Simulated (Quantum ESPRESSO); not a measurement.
# Near-edge structure at the Gd L₃ edge of GdO (F-43m), part 2 of 3

What does one-electron theory with a core hole give for the Gd L₃ edge of GdO (F-43m)?

Quantum ESPRESSO 7.5; X-ray absorption near-edge structure, plane-wave PAW LDA, one-electron final states by a Lanczos continued fraction.

So far. Step 2 (The field without a hole): The mesh shows no gap, so the system is treated as a metal and the core electron is put at the Fermi level (neutral cell). Step 3 (Spectrum without a core hole, Gd atom 1): Main maxima below 30 eV (height): 4.9 eV (1.80) and 17.7 eV (0.75). At an L edge the dipole rule selects empty d (and weakly s) states on the absorber, and the strong line at the onset measures the empty part of its d band.

### Step 5. The atom with a core hole

Level of this step: all-electron atom with a core hole and its PAW potential, LDA, scalar-relativistic (Quantum ESPRESSO).

The final state has one core electron fewer, so a PAW data set is made for an atom with that hole.

Gd.lda-spdn-kjpaw-2pch.ld1.in reads:

```
&input
   title='Gd', zed=64., rel=1, iswitch=3, dft='PZ',
   config='1s2 2s2 2p5 3s2 3p6 3d10 4s2 4p6 4d10 5s2 5p6 4f7.0 5d2 6s1.5 6p0.5'
/
&inputp
   file_pseudopw='Gd.lda-spdn-kjpaw-2pch.UPF', author='',
   lpaw=.true.,
   pseudotype=3,
   lloc=-1,
   rcloc=2.0,
   which_augfun='PSQ',
   rmatch_augfun_nc=.true.,
   nlcc=.true.,
   new_core_ps=.true.,
   rcore=1.1,
   tm=.true.,
   zval=12,
   lgipaw_reconstruction=.true., use_paw_as_gipaw=.true.
/
6
5S  1  0  2.00  0.00  1.30  1.70  0.0
6S  2  0  1.50  0.00  1.30  1.70  0.0
5P  2  1  6.00  0.00  1.30  1.80  0.0
6P  3  1  0.50  0.00  1.30  1.80  0.0
5D  3  2  2.00  0.00  1.30  2.00  0.0
5D  3  2  0.00  2.00  1.30  2.00  0.0
```

Run with:

```bash
$ ld1.x < Gd.lda-spdn-kjpaw-2pch.ld1.in > Gd.lda-spdn-kjpaw-2pch.ld1.out
```

The log of the run:

```text
     [... banner and references ...]
PAW data will be used for GIPAW calculation
     --------------------------- All-electron run ----------------------------

     Gd
     scalar relativistic calculation

     atomic number is 64.00
     dft =PZ   lsd =0 sic =0 latt =0  beta=0.20 tr2=1.0E-14
     Exchange-correlation= PZ
                           (   1   1   0   0   0   0   0)
     mesh =1263 r(mesh) = 101.10069 a.u. xmin = -7.00 dx = 0.01250
     1 Ry =  13.60569312 eV, c = 137.03599908

     n l     nl                  e(Ry)          e(Ha)          e(eV)
     1 0     1S 1( 2.00)     -3699.5807     -1849.7904    -50335.3600
     2 0     2S 1( 2.00)      -619.8006      -309.9003     -8432.8173
     2 1     2P 1( 5.00)      -554.4175      -277.2087     -7543.2340
[...]
3 2     3D 1(10.00)       -91.5392       -45.7696     -1245.4549
[...]
4 2     4D 1(10.00)       -11.9612        -5.9806      -162.7407
[...]
final scf error:  4.1E-15 reached in  30 iterations

     Etot =  -21980.425564 Ry,  -10990.212782 Ha, -299058.924933 eV

     Ekin =   23614.311191 Ry,   11807.155595 Ha,  321289.071370 eV
     Encl =  -53608.356126 Ry,  -26804.178063 Ha, -729378.842285 eV
     Eh   =    8481.044819 Ry,    4240.522409 Ha,  115390.493165 eV
     Exc  =    -467.425447 Ry,    -233.712723 Ha,   -6359.647183 eV

     normalization and overlap integrals

     s(1S/1S) =  1.000000  <r> =   0.0219  <r2> =    0.0007  r(max) =   0.0140
     s(1S/2S) = -0.023030
     s(1S/3S) = -0.010030
     s(1S/4S) = -0.004855
[...]
s(2S/2S) =  1.000000  <r> =   0.0929  <r2> =    0.0102  r(max) =   0.0784
[...]
normalization and overlap integrals

[...]
s(3D/3D) =  1.000000  <r> =   0.2169  <r2> =    0.0553  r(max) =   0.1766
     s(3D/4D) = -0.001297
     s(3D/5D) = -0.000301
[...]
s(4S/6S) = -0.000177
[...]
s(4P/6P) = -0.000109
     s(4D/4D) =  1.000000  <r> =   0.6185  <r2> =    0.4434  r(max) =   0.5440
     s(4D/5D) = -0.000223
     s(5S/5S) =  1.000000  <r> =   1.2967  <r2> =    1.8907  r(max) =   1.1660
     s(5S/6S) = -0.000096
     s(5P/5P) =  1.000000  <r> =   1.5040  <r2> =    2.5680  r(max) =   1.3213
     s(5P/6P) = -0.000055
     s(4F/4F) =  1.000000  <r> =   0.7861  <r2> =    0.7891  r(max) =   0.5372
     s(5D/5D) =  1.000000  <r> =   2.4637  <r2> =    7.3611  r(max) =   1.8060
     s(6S/6S) =  1.000000  <r> =   3.7462  <r2> =   15.9497  r(max) =   3.1696
     s(6P/6P) =  1.000000  <r> =   5.2286  <r2> =   31.5136  r(max) =   4.2786

     ------------------------ End of All-electron run ------------------------

     ---------------------- Testing the pseudopotential ----------------------

     Gd
     scalar relativistic calculation

     atomic number is 64.00   valence charge is 12.00
     dft = SLA  PZ   NOGX NOGC   lsd =0 sic =0 latt =0  beta=0.20 tr2=1.0E-14
     mesh =1263 r(mesh) = 101.10069 xmin = -7.00 dx = 0.01250

     n l     nl             e AE (Ry)        e PS (Ry)    De AE-PS (Ry)
[...]
3 1     6P   1( 0.50)       -0.13165       -0.13164       -0.00000
     3 2     5D   1( 2.00)       -0.31850       -0.31849       -0.00001

     eps = 1.4E-16  iter =  6

     Etot =  -21980.425564 Ry,  -10990.212782 Ha, -299058.924933 eV
     Etotps =  -539.354222 Ry,    -269.677111 Ha,   -7338.288034 eV

     Ekin =     162.871379 Ry,      81.435690 Ha,    2215.978008 eV
     Encl =    -302.460082 Ry,    -151.230041 Ha,   -4115.179055 eV
     Ehrt =      67.660071 Ry,      33.830035 Ha,     920.562162 eV
     Ecxc =    -467.425591 Ry,    -233.712796 Ha,   -6359.649149 eV
     (Ecc =     -46.147202 Ry,     -23.073601 Ha,    -627.864670 eV)

     ---------------------- End of pseudopotential test ----------------------
```

Wall time 0.97 s (1 MPI rank of Intel Xeon Platinum 8488C (Sapphire Rapids), shared host); peak memory 0.13 GiB.

### Step 6. Supercell with XCH, Gd atom 1

The holes are 5.4 Å apart. The excited electron is kept in the cell, where it fills the lowest empty states and screens the hole.

scf.in reads:

```
&control
   calculation='scf', prefix='x', pseudo_dir='../pp', outdir='tmp', tprnfor=.true.
/
&system
   ibrav=0, nat=8, ntyp=3, nbnd=43
   ecutwfc=47, ecutrho=360
   occupations='smearing', smearing='mv', degauss=0.015
/
&electrons
   conv_thr=8.0e-08, electron_maxstep=120
   mixing_beta=0.5
/
ATOMIC_SPECIES
Gd0 1.0 Gd.lda-spdn-kjpaw-2pch.UPF
Gd 1.0 Gd.lda-spdn-kjpaw.UPF
O 1.0 O.lda-n-kjpaw.UPF
CELL_PARAMETERS angstrom
  0.00000000 -5.40000000 0.00000000
  -5.40000000 0.00000000 0.00000000
  0.00000000 0.00000000 -5.40000000
ATOMIC_POSITIONS crystal
Gd0  0.00000000 0.00000000 0.00000000
Gd   0.50000000 0.00000000 0.50000000
Gd   0.00000000 0.50000000 0.50000000
Gd   0.50000000 0.50000000 0.00000000
O    0.25000000 0.25000000 0.25000000
O    0.75000000 0.25000000 0.75000000
O    0.25000000 0.75000000 0.75000000
O    0.75000000 0.75000000 0.25000000
K_POINTS automatic
5 5 5 0 0 0
```

Run with:

```bash
$ OMP_NUM_THREADS=1 mpirun --oversubscribe --bind-to none -np 4 pw.x -nk 4 -in scf.in > scf.out
```

The log of the run:

```text
     [... banner and references ...]
[banner, memory and clock lines left out]
using ibrav=0 with symmetry is DISCOURAGED, use correct ibrav instead

     G-vector sticks info

     bravais-lattice index     =            0
     lattice parameter (alat)  =      10.2045  a.u.
     unit-cell volume          =    1062.6197 (a.u.)^3
     number of atoms/cell      =            8
     number of atomic types    =            3
     number of electrons       =        69.00
     number of Kohn-Sham states=           43
     kinetic-energy cutoff     =      47.0000  Ry
     charge density cutoff     =     360.0000  Ry
     scf convergence threshold =      8.0E-08
     mixing beta               =       0.5000
     number of iterations used =            8  plain     mixing
     Exchange-correlation= SLA  PZ   NOGX NOGC
                           (   1   1   0   0   0   0   0)

     celldm(1)=  10.204521  celldm(2)=   0.000000  celldm(3)=   0.000000
     celldm(4)=   0.000000  celldm(5)=   0.000000  celldm(6)=   0.000000

     crystal axes: (cart. coord. in units of alat)
               a(1) = (   0.000000  -1.000000   0.000000 )
               a(2) = (  -1.000000   0.000000   0.000000 )
               a(3) = (   0.000000   0.000000  -1.000000 )

     reciprocal axes: (cart. coord. in units 2 pi/alat)
               b(1) = ( -0.000000 -1.000000 -0.000000 )
               b(2) = ( -1.000000 -0.000000 -0.000000 )
               b(3) = ( -0.000000 -0.000000 -1.000000 )

     PseudoPot. #1 for Gd:     Pseudo is Projector augmented-wave + core cor, Zval = 12.0

     PseudoPot. #2 for Gd:     Pseudo is Projector augmented-wave + core cor, Zval = 11.0

[...]
iteration # 18     ecut=    47.00 Ry     beta= 0.50
     Davidson diagonalization with overlap
     ethr =  3.19E-10,  avg # of iterations =  1.6

     End of self-consistent calculation

          k =-0.0000-0.0000-0.0000 (  5743 PWs)   bands (ev):

   -39.0079 -34.0930 -34.0521 -34.0521 -15.7400 -15.7400 -15.7400 -12.4450
   -12.4450 -12.4450 -11.7762 -11.7762 -11.7762 -11.6304 -11.6304 -11.6304
    -8.7276  -7.7099  -7.7099  -7.7099   4.0714   4.1656   4.1656   4.6758
     4.6758   4.6758   5.7170   5.7170   5.7170   5.8865   5.8865   5.8865
     8.5671  10.0418  10.0418  10.0418  11.1053  11.1053  11.6069  12.8345
    12.8345  14.1149  14.1150

     [... bands of 9 further k-points ...]

     the Fermi energy is    10.5447 ev

!    total energy              =   -2329.57421389 Ry
     total all-electron energy =    -90163.068630 Ry
     estimated scf accuracy    <       0.00000004 Ry
     smearing contrib. (-TS)   =       0.00084563 Ry
     internal energy E=F+TS    =   -2329.57505952 Ry

     The total energy is F=E-TS. E is the sum of the following terms:
     one-electron contribution =    -105.56750789 Ry
     hartree contribution      =      89.18726043 Ry
     xc contribution           =    -277.63772818 Ry
     ewald contribution        =    -334.75780441 Ry
     one-center paw contrib.   =   -1700.79927946 Ry

     convergence has been achieved in  18 iterations

     Forces acting on atoms (cartesian axes, Ry/au):

     atom    1 type  1   force =    -0.00000000   -0.00000000   -0.00000000
     atom    2 type  2   force =    -0.00000000   -0.00000000   -0.00000000
     atom    3 type  2   force =    -0.00000000   -0.00000000   -0.00000000
[...]
atom    7 type  3   force =    -0.01212477    0.01212477   -0.01212477
     atom    8 type  3   force =    -0.01212477   -0.01212477    0.01212477

     Total force =     0.042001     Total SCF correction =     0.000011

     XML data file, charge density, pseudopotentials, collected wavefunctions
```

It took 30 s on 4 MPI ranks; peak memory 0.24 GiB.

Energy with the hole: -1226731.043 eV, cores included.

### Step 7. Spectrum with XCH, Gd atom 1

The Lanczos recursion gives the spectrum without computing empty bands; each polarisation needs a run of its own on the full k mesh. xe0 is set between filled and empty states, and states below it are cut, here at the Fermi level, which holds the excited electron. The file of filecore holds the core orbital, taken from the hole-free data set.

xspectra.in reads:

```
&input_xspectra
   calculation='xanes_dipole', edge='L3'
   prefix='x', outdir='tmp', xiabs=1, xe0=10.5447
   xonly_plot=.false., x_save_file='xanes.sav'
   xniter=3000, xcheck_conv=20, xerror=0.005
   xcoordcrys=.false., xepsilon(1)=1, xepsilon(2)=0, xepsilon(3)=0
/
&plot
   xnepoint=501, xemin=-10, xemax=70, terminator=.true., cut_occ_states=.true.
   xgamma=0.4
/
&pseudos
   filecore='../Gd.wfc'
/
&cut_occ
   cut_desmooth=0.1, cut_stepl=0.05, cut_stepu=0.05, cut_ierror=1e-5
/
5 5 5 0 0 0
```

Run with:

```bash
$ OMP_NUM_THREADS=1 mpirun --oversubscribe --bind-to none -np 4 xspectra.x -nk 4 -in xspectra.in > xspectra.out
```

The log of the run:

```text
     [... banner and references ...]
Reading input_file

     calculation: xanes_dipole

     xepsilon  [cartesian coordinates]:   1.000000   0.000000   0.000000

     xonly_plot: FALSE
        => complete calculation: Lanczos + spectrum plot

     filecore (core-wavefunction file): ../Gd.wfc

     main plot parameters:
        cut_occ_states: TRUE
        gamma_mode:  constant
        -> using xgamma [eV]:  0.40
        xemin [eV]: -10.00
        xemax [eV]:  70.00
        xnepoint:  501
        xe0 [eV]:  10.544700 (energy zero read in input file)

     WARNING: variable ef_r is obsolete

                      Reading SCF save directory: x.save

     tmp/x.save/

     Exchange-correlation= PZ
                           (   1   1   0   0   0   0   0)

     G-vector sticks info

                           Getting the Fermi energy

     From SCF save directory:
        ehomo [eV]:   10.8567 (highest occupied level)
        elumo [eV]:   10.9180 (lowest occupied level)
        ef    [eV]:   10.8567

     -> ef (in eV) will be written in x_save_file

                           Energy zero of the spectrum

     -> ef will NOT be used as energy zero of the spectrum
       (because xe0 read in input file)

     G-vector sticks info

     bravais-lattice index     =            0
     lattice parameter (alat)  =      10.2045  a.u.
     unit-cell volume          =    1062.6197 (a.u.)^3
     number of atoms/cell      =            8
     number of atomic types    =            3
     number of electrons       =        69.00
     number of Kohn-Sham states=           43
     kinetic-energy cutoff     =      47.0000  Ry
     charge density cutoff     =     360.0000  Ry
     Exchange-correlation= PZ
                           (   1   1   0   0   0   0   0)

     celldm(1)=  10.204521  celldm(2)=   0.000000  celldm(3)=   0.000000
     celldm(4)=   0.000000  celldm(5)=   0.000000  celldm(6)=   0.000000

     crystal axes: (cart. coord. in units of alat)
               a(1) = (   0.000000  -1.000000   0.000000 )
               a(2) = (  -1.000000   0.000000   0.000000 )
               a(3) = (   0.000000   0.000000  -1.000000 )

     reciprocal axes: (cart. coord. in units 2 pi/alat)
               b(1) = ( -0.000000 -1.000000 -0.000000 )
               b(2) = ( -1.000000 -0.000000 -0.000000 )
               b(3) = ( -0.000000 -0.000000 -1.000000 )

     PseudoPot. #1 for Gd:     Pseudo is Projector augmented-wave + core cor, Zval = 12.0

     PseudoPot. #2 for Gd:     Pseudo is Projector augmented-wave + core cor, Zval = 11.0

     ../pp/O.lda-n-kjpaw.UPF
     Pseudo is Projector augmented-wave + core cor, Zval =  6.0
     Shape of augmentation charge: PSQ
     Using radial grid of 1095 points,  4 beta functions with:
                l(1) =   0
                l(2) =   0
                l(3) =   1
                l(4) =   1
     Q(r) pseudized with 0 coefficients

     atomic species   valence    mass     pseudopotential
     Gd0              12.00     1.00000     Gd( 1.00)
     Gd               11.00     1.00000     Gd( 1.00)
     O                 6.00     1.00000     O ( 1.00)

     24 Sym. Ops. (no inversion) found

   Cartesian axes

     site n.     atom                  positions (alat units)
         1        Gd0    tau(   1) = (   0.0000000   0.0000000   0.0000000  )
         2        Gd     tau(   2) = (   0.0000000  -0.5000000  -0.5000000  )
         3        Gd     tau(   3) = (  -0.5000000   0.0000000  -0.5000000  )
         4        Gd     tau(   4) = (  -0.5000000  -0.5000000   0.0000000  )
         5        O      tau(   5) = (  -0.2500000  -0.2500000  -0.2500000  )
         6        O      tau(   6) = (  -0.2500000  -0.7500000  -0.7500000  )
         7        O      tau(   7) = (  -0.7500000  -0.2500000  -0.7500000  )
         8        O      tau(   8) = (  -0.7500000  -0.7500000  -0.2500000  )

     number of k points=   125  Marzari-Vanderbilt smearing, width (Ry)=  0.0150

     Number of k-points >= 100: set verbosity='high' to print them.

     Dense  grid:   122465 G-vectors     FFT dimensions: (  64,  64,  64)

     Smooth grid:    46297 G-vectors     FFT dimensions: (  45,  45,  45)

     The potential is recalculated from file :
     tmp/x.save/charge-density

     Starting wfcs are   68 atomic wfcs
     Checking if some PAW data can be deallocated...

               Reading core wavefunction file for the absorbing atom

     ../Gd.wfc successfully read

                              Attributing the PAW radii
                     for the absorbing atom [units: Bohr radius]

        PAW proj 1: r_paw(l= 0)= 2.55  (1.5*r_cut)
        PAW proj 2: r_paw(l= 0)= 2.55  (1.5*r_cut)
        PAW proj 3: r_paw(l= 1)= 2.70  (1.5*r_cut)
        PAW proj 4: r_paw(l= 1)= 2.70  (1.5*r_cut)
        PAW proj 5: r_paw(l= 2)= 3.00  (1.5*r_cut)
        PAW proj 6: r_paw(l= 2)= 3.00  (1.5*r_cut)

        NB: The calculation will not necessary use all these r_paw values.
            - For a edge in the electric-dipole approximation,
              only the r_paw(l=1) values are used.
            - For a K edge in the electric-quadrupole approximation,
              only the r_paw(l=2) values are used.

            - For a L2 or L3 edge in the electric-quadrupole approximation,

              all projectors (s, p and d) are used.

                          Starting XANES calculation
                     in the electric dipole approximation
     Method of calculation based on the Lanczos recursion algorithm
        - STEP 1: Construction of a kpoint-dependent Lanczos basis,
          in which the Hamiltonian is tridiagonal (each 'iter'
          corresponds to the calculation of one more Lanczos vector)
        - STEP 2: Calculation of the cross-section as a continued fraction
          averaged over the k-points.

     ... Begin STEP 1 ...

        Radial transition matrix element(s) used in the calculation of the
        initial vector of the Lanczos basis (|tilde{phi}_abs> normalized)
l =  2    Radial matrix element proj. ( 1)=    0.00672281
l =  2    Radial matrix element proj. ( 2)=    0.01038660
l =  0    Radial matrix element proj. ( 1)=    0.00227138
l =  0    Radial matrix element proj. ( 2)=    0.00234704
NB: the    32 k-point are not all listed below because npool=  4

               Lanczos Number                 1  of            4

        |-------------------------------------------------------------
        ! k-point #     1:  (-0.0000, -0.0000, -0.0000),  0.0160,   1
        |-------------------------------------------------------------
        |   Norm of the initial Lanczos vector: 0.54305249E-02
        |   Estimated error at iter     20:   1.00530285
        |   Estimated error at iter     40:   0.38860832
        |   Estimated error at iter     60:   0.36301991
        |   Estimated error at iter     80:   0.21300214
        |   Estimated error at iter    100:   0.39851826
[...]
!   => CONVERGED at iter    400 with error=  0.00467676
        |-------------------------------------------------------------
        ! k-point #     2:  (-0.0000, -0.0000, -0.2000),  0.0160,   1
        |-------------------------------------------------------------
        |   Norm of the initial Lanczos vector: 0.54305296E-02
[...]
|   Estimated error at iter    500:   0.00526062
        |   Estimated error at iter    520:   0.00605636
        |   Estimated error at iter    540:   0.00505114
        !   => CONVERGED at iter    560 with error=  0.00451760
        |-------------------------------------------------------------
     [... 125 further k-points ...]
        ! k-point #    32:  (-0.2000, -0.2000, -0.2000),  0.0160,   1
        |-------------------------------------------------------------
        |   Norm of the initial Lanczos vector: 0.54305324E-02

     Results of STEP 1 successfully written in x_save_file
     x_save_file name:
     ->  xanes.sav
     x_save_file version:  2

     ... End STEP 1 ...

     ... Begin STEP 2 ...

     The spectrum is calculated using the following parameters:
        xe0 [eV]:   10.5447
        the occupied states are elimintate from the spectrum
        xemin [eV]: -10.00
        xemax [eV]:  70.00
        xnepoint:  501
        constant broadening parameter [eV]:    0.400
        Core level energy [eV]:  -7243.
         (from electron binding energy of neutral atoms in X-ray data booklet)

     Cross-section successfully written in xanes.dat

     ... End STEP 2 ...

                                END JOB XSpectra
```

Run time: 3.4 min. Hardware: 4 MPI ranks; peak memory 0.18 GiB.

(Continued in part 3 of 3.)

[Banner, clock and machine lines of the logs are left out without a mark of their own.]

[Logs are printed without paths, hosts, clocks, repeated set-up lines and the standing remarks that a program may print on its own settings, such as how far it seeks lower states.]

[Hosts, paths, dates, database ids (printed as entryN), source tags and the programs' standing remarks are cut or masked in the printed files.]

[Lists of maxima count a maximum above −3 eV only where it reaches 4 % of the highest in the window and stands out from its surroundings by 2 % of it (1.5 % where it reaches 55 %); shoulders and weaker maxima are passed over, and of the rest the first, up to two pre-edge ones and the few strongest are named.]
